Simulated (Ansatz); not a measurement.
In doubt: one-shot GW on d or f shells is unsure, so the values of those runs are not to be relied on.

Two G0W0 runs on BaSrCeSnO6 (F-43m).

It takes space group F-43m (No. 216, cubic). Conventional cell: a = 8.603 Å, b = 8.603 Å, c = 8.603 Å, α = 90.00°, β = 90.00°, γ = 90.00°. Nearest to Ba lie 12 O at 3.04 Å. Sr has 12 O at 3.04 Å nearest. Nearest to Ce lie 6 O at 2.22 Å. Nearest to Sn lie 6 O at 2.08 Å. O has 1 Sn at 2.08 Å and 1 Ce at 2.22 Å and 2 Ba at 3.04 Å and 2 Sr at 3.04 Å nearest. Farther neighbours and most contacts between anions are not listed.

```xyz
10
Lattice="0.0000 4.3015 4.3015 4.3015 0.0000 4.3015 4.3015 4.3015 0.0000" Properties=species:S:1:pos:R:3 pbc="T T T"
Ba    2.1507    2.1507    2.1507
Sr    6.4522    6.4522    6.4522
Ce    0.0000    0.0000    0.0000
Sn    4.3015    4.3015    4.3015
O     2.2202    4.3015    4.3015
O     6.3827    4.3015    4.3015
O     4.3015    4.3015    6.3827
O     4.3015    4.3015    2.2202
O     4.3015    2.2202    4.3015
O     4.3015    6.3827    4.3015
```

The cell and positions are those that the Materials Project relaxed with its own functionals (PBE, PBE+U or r2SCAN), kept fixed. Spin-orbit coupling is left out unless a run names it.

The first (Ansatz 0.2.0; start PBE with 20 % exact exchange, 2×2×2 mesh, 664 empty bands, screening to 150 eV, PAW set soft_1 files; 1 × NVIDIA H100 80GB HBM3 (shared by 6 runs) with 2 threads of AMD EPYC 7R13 (Zen 3), shared host) gave, on its mesh: starting gap 4.49 eV, G0W0 gap 5.94 eV, RPA ε∞ (mean) 3.64, 38 s.

The second changes start from PBE with 20 % exact exchange to PBE+U(Ce-f,3). What does it give?

It gave: starting gap 2.66 eV, G0W0 gap 4.83 eV, RPA ε∞ (mean) 4.64, 14 s. The G0W0 gap moves by −1.10 eV, −1.83 eV from the start and +0.73 eV from the correction.

Limits: not at the basis limit; f levels unsure; no spin polarisation; f levels unsure; no spin-orbit coupling; coarse k mesh.

[Paths, hosts, dates, memory and timing lines, banners, echoed tables and standing remarks are left out of the program output.]

[Logs are printed without paths, hosts, clocks, repeated set-up lines and the standing remarks that a program may print on its own settings, such as how far it seeks lower states.]

[Runs of the session that timed out or met a known fault of the program may be left out.]

[Cells called generated may have been cut or substituted from an entry of the Crystallography Open Database or the Materials Project.]

[Hosts, paths, dates, database ids (printed as entryN), source tags and the programs' standing remarks are cut or masked in the printed files.]
